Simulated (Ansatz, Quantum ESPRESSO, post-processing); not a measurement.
# Ballistic transmission: vacuum gap of 6.0 Å between two Cu(111) faces, part 3 of 3

Wanted: the transmission near the Fermi level and the conductance of this junction: vacuum gap of 6.0 Å between two Cu(111) faces.

Quantum ESPRESSO 7.5; plane-wave DFT, PBE, GBRV ultrasoft pseudopotentials; cross-check by Ansatz 0.2.0 with PAW datasets.

So far. Step 2 (SCF with pw.x): The run needed 15 iterations to bring the estimated error under 1e-07 Ry; the largest force on any atom, held or free, is 0.12 eV/Å. Step 3 (Transmission with pwcond.x): At no point does T exceed the number of channels.

**4. Transmission with pwcond.x, with epsproj = 0.01**

Level of this step: transmission by pwcond, lead and junction from one cell; plane-wave DFT, PBE, GBRV ultrasoft pseudopotentials (Quantum ESPRESSO).

How much does a setting matter? One run is repeated with a change.

cond.w.in reads:

```
&inputcond
  outdir = './out'
  prefixt = 'scf'
  tran_file = 'cond.w.dat'
  bdl = 2.4494897430
  bds = 11.3125836475
  ikind = 1
  ewind = 4.0
  epsproj = 0.01
  nz1 = 7
  energy0 = 0.4
  denergy = -0.4
/
14
  0.00000000 0.00000000 0.01000000
  0.00000000 0.10000000 0.06000000
  0.00000000 0.20000000 0.06000000
  0.00000000 0.30000000 0.06000000
  0.00000000 0.40000000 0.06000000
  0.00000000 0.50000000 0.03000000
  0.10000000 0.20000000 0.06000000
  0.10000000 0.30000000 0.12000000
  0.10000000 0.40000000 0.12000000
  0.10000000 0.50000000 0.12000000
  0.20000000 0.40000000 0.06000000
  0.20000000 0.50000000 0.12000000
  0.20000000 0.60000000 0.06000000
  0.30000000 0.60000000 0.06000000
3
```

The run is started by

```console
$ OMP_NUM_THREADS=1 mpirun -n 4 pwcond.x -in cond.w.in > cond.w.out
```

Numbers of over 12 decimals in the logs are rounded to 6 here.

What it wrote:

```text
[banner, memory and clock lines left out]
Program PWCOND v.7.5 starts
[citation notice left out]

[...]
./out/scf.save/

     IMPORTANT: XC functional enforced from input :
     Exchange-correlation= PBE
                           (   1   4   3   4   0   0   0)
     Any further DFT definition will be discarded
     Please, verify this is what you really want

     Check: negative core charge=   -0.000001
     Reading collected, re-writing distributed wavefunctions

===== INPUT FILE containing all the regions =====

     GEOMETRY:

     lattice parameter (alat)  =       4.8639  a.u.
     the volume                =    1127.3225 (a.u.)^3
     the cross section         =      20.4881 (a.u.)^2
     l of the unit cell        =      11.3126 (alat)
     number of atoms/cell      =           12
     number of atomic types    =            1

     crystal axes: (cart. coord. in units of alat)
               a(1) = (  1.0000  0.0000  0.0000 )
               a(2) = (  0.5000  0.8660  0.0000 )
               a(3) = (  0.0000  0.0000 11.3126 )

   Cartesian axes

     site n.     atom                  positions (alat units)
          1        Cu     tau(  1)=(  0.0000  0.0000 11.3126  )
          2        Cu     tau(  2)=(  0.5000  0.2887  0.8165  )
          3        Cu     tau(  3)=(  1.0000  0.5774  1.6330  )
          4        Cu     tau(  4)=(  0.0000  0.0000  2.4495  )
          5        Cu     tau(  5)=(  0.5000  0.2887  3.2660  )
          6        Cu     tau(  6)=(  1.0000  0.5774  4.0825  )
          7        Cu     tau(  7)=(  0.0000  0.0000  6.4136  )
          8        Cu     tau(  8)=(  0.5000  0.2887  7.2301  )
          9        Cu     tau(  9)=(  1.0000  0.5774  8.0466  )
         10        Cu     tau( 10)=(  0.0000  0.0000  8.8631  )
         11        Cu     tau( 11)=(  0.5000  0.2887  9.6796  )
         12        Cu     tau( 12)=(  1.0000  0.5774 10.4961  )

     nr1s                      =           20
     nr2s                      =           20
     nr3s                      =          225
     nr1sx                     =           20
     nr2sx                     =           20
     nr3sx                     =          225
     nr1                       =           24
     nr2                       =           24
     nr3                       =          250
     nr1x                      =           24
     nr2x                      =           24
     nr3x                      =          250

 _______________________________
  Radii of nonlocal spheres:

     type       ibeta     ang. mom.          radius (alat units)
       Cu         1         0                    0.3212
       Cu         2         0                    0.3212
       Cu         3         1                    0.3212
       Cu         4         1                    0.3212
       Cu         5         2                    0.3212
       Cu         6         2                    0.3212
----- General information -----

--- T calc. with identical leads (ikind=1) ---

     nrx                       =           20
     nry                       =           20
     nz1                       =            7

     energy0               =         4.0E-01
     denergy               =        -4.0E-01
     nenergy               =          3
     ecut2d                =         4.0E+01
     ewind                 =         4.0E+00
     epsproj               =         1.0E-02

     number of k_|| points=   14
                       cryst. coord.
        k(    1) = (   0.0000000   0.0000000), wk =   0.0100000
        k(    2) = (   0.0000000   0.1000000), wk =   0.0600000
[...]
k(   14) = (   0.3000000   0.6000000), wk =   0.0600000
----- Information about left/right lead -----

     nocros                   =           18
     noins                    =           36
     norb                     =           72
     norbf                    =          180
     nrz                      =           49

      iorb      type   ibeta   ang. mom.   m       position (alat)
        1        1       1        0        1   taunew(   1)=(  0.0000  0.0000  0.0000)
        2        1       2        0        1   taunew(   2)=(  0.0000  0.0000  0.0000)
[...]
72        1       6        2        5   taunew(  72)=(  0.0000  0.0000  2.4495)
    k slab    z(k)  z(k+1)     crossing(iorb=1,norb)
    1   0.0000 0.0500 0.0500   111111111111111111000000000000000000000000000000000000000000000000000000
    2   0.0500 0.1000 0.0500   111111111111111111000000000000000000000000000000000000000000000000000000
[...]
49   2.3995 2.4495 0.0500   000000000000000000000000000000000000000000000000000000111111111111111111
----- Information about scattering region -----

     noins                    =          144
     norb                     =          180
     norbf                    =          180
     nrz                      =          176

      iorb      type   ibeta   ang. mom.   m       position (alat)
        1        1       1        0        1   taunew(   1)=(  0.0000  0.0000 -0.0000)
        2        1       2        0        1   taunew(   2)=(  0.0000  0.0000 -0.0000)
[...]
180        1       6        2        5   taunew( 180)=(  0.0000  0.0000  8.8631)
 ngper, shell number =           61           9
 ngper, n2d =           61          32
---  E-Ef =    0.4000000  k =    0.0000000   0.0000000
---  ie =          1  ik =          1
 Nchannels of the left tip =            0
 Right moving states:
   k1(2pi/a)   k2(2pi/a)   E-Ef (eV)
 Left moving states:
   k1(2pi/a)   k2(2pi/a)   E-Ef (eV)

 to transmit
          E-Ef(ev), T =    0.4000000   0.0000000
---  E-Ef =    0.0000000  k =    0.0000000   0.0000000
---  ie =          2  ik =          1
 Nchannels of the left tip =            0
 Right moving states:
   k1(2pi/a)   k2(2pi/a)   E-Ef (eV)
 Left moving states:
   k1(2pi/a)   k2(2pi/a)   E-Ef (eV)

 to transmit
          E-Ef(ev), T =    0.0000000   0.0000000
---  E-Ef =   -0.4000000  k =    0.0000000   0.0000000
---  ie =          3  ik =          1
 Nchannels of the left tip =            0
 Right moving states:
   k1(2pi/a)   k2(2pi/a)   E-Ef (eV)
 Left moving states:
   k1(2pi/a)   k2(2pi/a)   E-Ef (eV)

 to transmit
          E-Ef(ev), T =   -0.4000000   0.0000000
 ngper, shell number =           61          35
 ngper, n2d =           61          32
[... further energies and points left out ...]
---  E-Ef =    0.4000000  k =    0.3000000   0.6000000
---  ie =          1  ik =         14
 Nchannels of the left tip =            0
 Right moving states:
   k1(2pi/a)   k2(2pi/a)   E-Ef (eV)
 Left moving states:
   k1(2pi/a)   k2(2pi/a)   E-Ef (eV)

 to transmit
          E-Ef(ev), T =    0.4000000   0.0000000
---  E-Ef =    0.0000000  k =    0.3000000   0.6000000
---  ie =          2  ik =         14
 Nchannels of the left tip =            0
 Right moving states:
   k1(2pi/a)   k2(2pi/a)   E-Ef (eV)
 Left moving states:
   k1(2pi/a)   k2(2pi/a)   E-Ef (eV)

 to transmit
          E-Ef(ev), T =    0.0000000   0.0000000
---  E-Ef =   -0.4000000  k =    0.3000000   0.6000000
---  ie =          3  ik =         14
 Nchannels of the left tip =            0
 Right moving states:
   k1(2pi/a)   k2(2pi/a)   E-Ef (eV)
 Left moving states:
   k1(2pi/a)   k2(2pi/a)   E-Ef (eV)

 to transmit
          E-Ef(ev), T =   -0.4000000   0.0000000
   T_tot     0.40000      0.74555E-02
   T_tot     0.00000      0.11196E-01
   T_tot    -0.40000      0.66745E-02

[...]
```

The job ended after 13 s (4 MPI ranks of Arm Neoverse V2, shared host; peak memory 0.2 GiB; 51 s of CPU time).

The changed values were drawn from a wide range, not chosen for quality; the comparison shows what they did here together.

Beside the run it was changed from:

```
                                  quantity  this run  unchanged run  difference
 transmission at the Fermi level, one spin  0.005598       0.005319      2.8e-4
lead channels at the Fermi level, one spin      0.87           0.87           0
                             wall time (s)        13             26
```

Over all energies T moves by up to 2.8e-4, at 0 eV.

The physical values in this table move by up to 5.2 %.

**5. The same in Ansatz**

As a check, the same structure is run in Ansatz.

Level of this step: plane-wave DFT, PBE, Ansatz PAW (Ansatz 0.2.0).

input.yaml reads:

```yaml
crystal:
  lattice:
    - [2.5738686835, 0.0, 0.0]
    - [1.2869343418, 2.2290356659, 0.0]
    - [0.0, 0.0, 29.1171047784]
  atoms:
    - { symbol: Cu, position: [0.0, 0.0, 0.0] }
    - { symbol: Cu, position: [0.333333333, 0.333333333, 0.0721759597] }
    - { symbol: Cu, position: [0.666666667, 0.666666667, 0.1443519193] }
    - { symbol: Cu, position: [0.0, 0.0, 0.216527879] }
    - { symbol: Cu, position: [0.333333333, 0.333333333, 0.2887038386] }
    - { symbol: Cu, position: [0.666666667, 0.666666667, 0.3608797983] }
    - { symbol: Cu, position: [0.0, 0.0, 0.566944242] }
    - { symbol: Cu, position: [0.333333333, 0.333333333, 0.6391202017] }
    - { symbol: Cu, position: [0.666666667, 0.666666667, 0.7112961614] }
    - { symbol: Cu, position: [0.0, 0.0, 0.783472121] }
    - { symbol: Cu, position: [0.333333333, 0.333333333, 0.8556480807] }
    - { symbol: Cu, position: [0.666666667, 0.666666667, 0.9278240403] }
kpoints:
  mp_grid: { grid: [11, 11, 1] }
hamiltonian:
  xc: pbe
scf:
  occupations: { method: fermi_dirac, width: 0.1 }
  convergence: { dr2_threshold: 1.0e-08 }
output:
  transmission: { leads: [[0, 3]], e_range: [-0.4, 0.4], de: 0.4, kmesh: [10, 10] }
  write_potential: true
  write_density: true
  volumetric_format: npy
  elf: true
```

The run is started by

```console
$ ansatz run input.yaml --threads 4 --pin off --max-ram 8192MiB --backend cpu --events-out ev --progress --plain --runs-dir out
```

What it wrote:

```text
Engine: ansatz 0.2.0, aarch64-unknown-linux-gnu
Pseudopotentials: kind: paw
Pseudopotential: Cu, paw, valence charge 19, recommended cutoff 420 eV (normal), Cu.paw.azcp
Functional definition: PBE
  parameter kappa = 0.804
  parameter beta = 0.066725
  exchange = pbe_x(kappa = kappa, mu = beta*pi^2/3)
  correlation = pbe_c(beta = beta)
Crystal: 12 atoms, lattice volume = 167.052 Å³
Basis set: ecut = 420 eV, 3355 PW (Γ)
Bands: 137, of which v1, the nominal top of the filled ones, is band 114 counted from 1 (113 counted from 0)
Symmetry: 12 space group operations
Space group: P-3m1 (ITA 164), of the structure as read, at distance tolerance 5.5e-5 Å
k-points: 16 of 121
Non-local potential: Cu, projectors of the file, l = 0: 3, l = 1: 2, l = 2: 3, l = 3: 1
PAW form: soft (Blöchl's): semilocal exchange-correlation on the pseudo side does not see the compensation charge
PAW one-centre angular grid: Cu, 590 points (default); XC on 64 Gauss nodes
Initial density: superposition of atomic densities (neutral atoms: chi_scale 0, normalization atom), corrected by the library's trained network
Initial wavefunctions: pseudopotential atomic-orbital guess
Functional: x = pbe(κ = 0.804, μ = 0.219515), c = pbe(β = 0.066725)
SCF iter   1: F=—  HF=-79501.231850 eV  |F-HF|=—  |Δ(HF+E_count)|=         —  Δρ=2.14e-3  dr2=3.71e-1  ethr=1.77e-3  ⟨swp⟩=5.3  Hψ=7159  notcnv=0  defer=121
preconditioner: auto → LDOS  [metal: Δε(μ)=0.059 eV  Ē_g=9.881 eV  σ=0.100 eV  W_gap=0.14  n_scr=56 (ndim 8)  ℏωp=33.0 eV  f_vac=0.125  D(μ)=3.23/eV (n_scr^D=16)  β→1.0]
SCF iter   2: F=—  HF=-79501.225557 eV  |F-HF|=—  |Δ(HF+E_count)|=   6.29e-3  Δρ=2.07e-3  dr2=5.75e-3  ethr=1.63e-4  ⟨swp⟩=1.8  Hψ=2592  notcnv=0  defer=150
SCF iter   3: F=—  HF=-79501.225865 eV  |F-HF|=—  |Δ(HF+E_count)|=   3.08e-4  Δρ=2.97e-3  dr2=9.73e-3  ethr=2.52e-6  ⟨swp⟩=2.7  Hψ=3936  notcnv=0  defer=150
SCF iter   4: F=—  HF=-79501.224391 eV  |F-HF|=—  |Δ(HF+E_count)|=   1.47e-3  Δρ=6.98e-4  dr2=9.56e-4  ethr=2.52e-6  ⟨swp⟩=2.0  Hψ=3678  notcnv=0  defer=150
SCF iter   5: F=—  HF=-79501.224251 eV  |F-HF|=—  |Δ(HF+E_count)|=   1.41e-4  Δρ=1.18e-4  dr2=2.98e-5  ethr=4.19e-7  ⟨swp⟩=2.0  Hψ=3075  notcnv=0  defer=150
SCF iter   6: F=—  HF=-79501.224249 eV  |F-HF|=—  |Δ(HF+E_count)|=   1.50e-6  Δρ=1.42e-4  dr2=2.39e-5  ethr=1.31e-8  ⟨swp⟩=2.8  Hψ=3800  notcnv=0  defer=150
SCF iter   7: F=—  HF=-79501.224229 eV  |F-HF|=—  |Δ(HF+E_count)|=   1.99e-5  Δρ=2.54e-5  dr2=1.38e-6  ethr=1.05e-8  ⟨swp⟩=2.1  Hψ=2986  notcnv=0  defer=150
SCF iter   8: F=—  HF=-79501.224259 eV  |F-HF|=—  |Δ(HF+E_count)|=   2.95e-5  Δρ=1.05e-5  dr2=1.87e-7  ethr=6.07e-10  ⟨swp⟩=2.0  Hψ=3115  notcnv=0  defer=150
SCF iter   9: F=—  HF=-79501.224259 eV  |F-HF|=—  |Δ(HF+E_count)|=   5.17e-8  Δρ=9.18e-6  dr2=9.65e-8  ethr=8.19e-11  ⟨swp⟩=2.1  Hψ=3176  notcnv=0  defer=150
SCF iter  10: F=-79501.224259 eV  HF=-79501.224259 eV  |F-HF|=1.02e-9  |Δ(HF+E_count)|=   1.46e-9  Δρ=1.69e-6  dr2=4.71e-9  ethr=4.39e-12  ⟨swp⟩=9.8  Hψ=9857  notcnv=0
SCF 1 converged in 10 iterations: F = -79501.224259 eV  dr2 = 4.71e-9
  greatest PAW one-centre occupation: 1.000 electrons in one spin orbital (limit 2), on the Cu atom at site 6 (counted from 0), in its partial waves of l = 0
transmission: 52 of 518 steps passed
transmission: 106 of 518 steps passed
[...]
transmission: 518 of 518 steps passed
SCF converged after 10 iterations
Free energy (F): -79501.224259 eV
Harris-Foulkes:  -79501.224259 eV  (|F-HF|=1.02e-9)
Internal energy: -79501.116485 eV  (E = F + TS)
E sigma→0 (E₀):  -79501.170372 eV
Entropy (-TS):   -0.107774 eV (-8.981 meV/atom)
Fermi energy:    13.574340 eV
--- Per-component energies (eV) ---
  E_band       = -5024.322661
  E_kinetic    = 3595.151011
  E_local      = -122989.726638  (includes V_loc(G=0)·N_el)
  E_nonlocal   = 4685.083271
  E_hartree    = 58250.942119
  E_xc         = -1070.461606
  E_vxc        = -1381.035121  (∫ρ·V_xc dr)
  E_paw        = -19961.798205  (= ΣΔE_a)
  E_vpaw       = -5435.686551  (= ΣTr[D̂ρ^β])
  E_aug_tail   = 0.003090  (compensation charges beyond the density's cutoff)
  E_ewald      = -2010.309527
  E_smearing   = -0.107774  (= −TS)
  E_closure    = 0.000000  (closes the sum)
  Σ components = -79501.224259   (vs F -79501.224259, Δ=0.00e0)
--- Band table (eV; the first three rows and the last of 16) ---
  k-point 0: bands = [... 110 lower, 11.8197, 11.8197, 11.9035, 11.9035, 11.9939, 11.9939, 11.9965, 11.9965, ... 19 higher]
  k-point 1: bands = [... 110 lower, 11.7366, 11.8246, 11.8446, 11.9095, 11.9956, 11.9988, 12.0661, 12.4172, ... 19 higher]
  k-point 2: bands = [... 110 lower, 11.8337, 11.9223, 11.9532, 11.9998, 12.0051, 12.2554, 12.6634, 13.2469, ... 19 higher]
  k-point 15: bands = [... 110 lower, 15.9570, 15.9995, 16.1122, 16.2752, 16.4903, 16.7507, 17.0384, 17.3491, ... 19 higher]
--- Transmission ---
  basis      : 55 plane waves across, 37 finite elements along
  points     : 14, standing for a mesh of 10 x 10
  energies   : 3 from -0.400000 to 0.400000 eV about the Fermi level, 0.400000 eV apart; the leads are filled to 0.000000 eV, and channels, transmission and decay are at 0.000000 eV
  crystal 0  : Cu3, at the sites [0, 3], period 6.3047 Å, over 25.22 Å; its Hamiltonian steps by up to 1129.9 meV: too much for a lead, lay more layers or, if its atoms are ordered, name the step of that order
    offset         : up to 0.0000 Å between an atom of the period and one for which it stands
    channels       : 8.700000e-1 a spin
    conductance    : none, the energies end too early or step too widely for 300 K: set another output.transmission.e_range or a lower de, or, where they end at an eighth of basis.ecutwfc, a higher one
    slowest decay  : 0.1788 /Å at (0.0000, 0.0000)
  junction   : crystal 0 to crystal 0, -0.35 to 22.46 Å
    transmission   : 4.468497e-3 a spin
    conductance    : none, the energies end too early or step too widely for 300 K: set another output.transmission.e_range or a lower de, or, where they end at an eighth of basis.ecutwfc, a higher one
```

Wall time 9.2 s (4 threads); peak memory 0.86 GiB.

Read from the output:

```
free energy                                  : -79501.2243 eV
energy at zero smearing                      : -79501.1704 eV
smearing term TS                             : 0.1078 eV
Fermi energy                                 : 13.57 eV
symmetry operations                          : 12
transmission at the Fermi level, one spin    : 0.004468
step of the lead's Hamiltonian over a period : 1130 meV
```

Per spin; mean over the k mesh across the current. Transmission, zone mean against energy, zero at the Fermi level:

| energy (eV) | transmission, zone mean |
| --- | --- |
| -0.400 | 0.00292 |
| 0.000 | 0.00447 |
| 0.400 | 0.00372 |

Per spin; mean over the k mesh across the current. The open channels, zone mean by energy, zero at the Fermi level:

```
energy (eV)  open channels, zone mean
     -0.400                      0.63
      0.000                      0.87
      0.400                      0.81
```

Electrostatic potential energy in the ca plane at fractional y = 0.000, with atoms of Cu within 0.2 Å of it. With pseudopotentials it is smooth inside the atoms' cores, unlike the true potential.

Ten even steps from '0' (-36 eV) to '9' (18 eV), each cell a mean:
```
02799999999999999999999997100389999999999972
25898889998889999999999998422689888999888985
78997678987678999999999999877898767898767898
89987458886468999999999999989998646888546899
88987568986568999999999999888998656898657898
46898788998789999999999998644789878999878987
03799899999999999999999997200489989999989983
01699999999999999999999996000279999999999971
```
Columns run along c (16.0 Å, from fractional 0.23 to 0.77 of the cell; values clipped at the 3rd and 97th percentile), rows up along a (2.6 Å). Atoms in or near the plane, at fractional coordinates: Cu at (0.57, 0.00).

Valence density in the ca plane at fractional y = 0.000, with atoms of Cu within 0.2 Å of it. It is the smooth field of the valence electrons, not physical close to the nuclei.

Values in e/Å³, 5 rows by 16 columns, each cell a mean:
```
 9  0  0  0  0  0  0  0  0  5 11  0  0  0  0  1
 1  0  1  0  1  0  0  0  0  0  1  0  1  0  1  0
 0  1  1  0  1  0  0  0  0  0  0  0  1  0  1  0
 2  0  0  0  0  0  0  0  0  1  2  0  0  0  0  1
16  0  0  0  0  0  0  0  0  9 20  0  0  0  0  2
```
Columns run along c (16.0 Å, from fractional 0.23 to 0.77 of the cell), rows up along a (2.6 Å). Atoms in or near the plane, at fractional coordinates: Cu at (0.57, 0.00).

Ansatz finds T = 0.00447 against pwcond's 0.00532.

**6. All levels side by side**

All levels:

| step | T at the Fermi level (per spin) | conductance (G0) | r.m.s. T(E) from the first | CPU time of the step (s) | peak memory (GiB) |
| --- | --- | --- | --- | --- | --- |
| Ansatz | 0.004469 | - | 0 | 34.61 | 0.858 |
| pwcond | 0.005319 | 0.005319 | 5.52e-4 | 105.2 | 0.23 |
| pwcond, changed setting | 0.005598 | 0.005598 | 6.96e-4 | 51.08 | 0.2 |

Per spin; mean over the k mesh across the current. The transmission, zone mean by energy, zero at the Fermi level:

```csv
energy (eV),Ansatz,pwcond,"pwcond, changed setting"
-0.400,0.00292,0.00334,0.00334
0.000,0.00447,0.00532,0.00560
0.400,0.00372,0.00382,0.00373
```

**7. By hand**

The Landauer sum over the mesh, Σ w T = 0.0600 × 0.0504 + 0.0600 × 0.016 + 0.0600 × 0.01 + … = 0.005319.

G = 0.00532 × 77.48 µS = 0.412 µS a cell. Times the area of 5.737 Å², the resistance-area product is A/G = 139 fΩ m², the leads' contact resistance included.

Free electrons at 1 an atom (3 atoms in 36.2 Å³) have k_F = 1.349 1/Å and offer A k_F²/4π = 0.83 channels per spin; the lead has 0.87 on this mesh.

**8. Summary of results**

```json
{
  "conductance from T at the Fermi level, a cell (G₀ = 2e²/h)": "0.00532 G₀",
  "conductance per area": "7.18 S/μm²",
  "lead channels per spin": "0.87",
  "the same conductance by Ansatz": "0.00447 G₀"
}
```

What this shows: The junction conducts 0.00532 G₀ a cell at the Fermi level (PBE, GBRV ultrasoft). At the Fermi level the junction passes 0.61 % of what the leads offer, the tunnelling regime. At the Fermi level pwcond and Ansatz differ by 19 %; unlike potentials, short leads and band edges at slightly different energies can each add to that; the cause was not traced. Ansatz finds a step of 1130 meV across the lead's period inside the junction cell: the lead is too short to be bulk-like, which bears on both codes. Points with over 2.5 times the mean carry 75 % of T, so the mean leans on few points, and the mesh was not tested. Over -0.4 to 0.4 eV, T lies between 0.0033 and 0.0053 per spin. The geometry is as built, not relaxed, and the leads are short. Semilocal functionals lack the image potential in a vacuum gap.

[Logs are printed without paths, hosts, clocks, repeated set-up lines and the standing remarks that a program may print on its own settings, such as how far it seeks lower states.]

[Hosts, paths, dates, database ids (printed as entryN), source tags and the programs' standing remarks are cut or masked in the printed files.]

[Maps of the electrostatic potential energy from Ansatz leave out the sawtooth potential of an applied field or a dipole correction, so their vacuum need not be flat; planar profiles and work functions include it.]
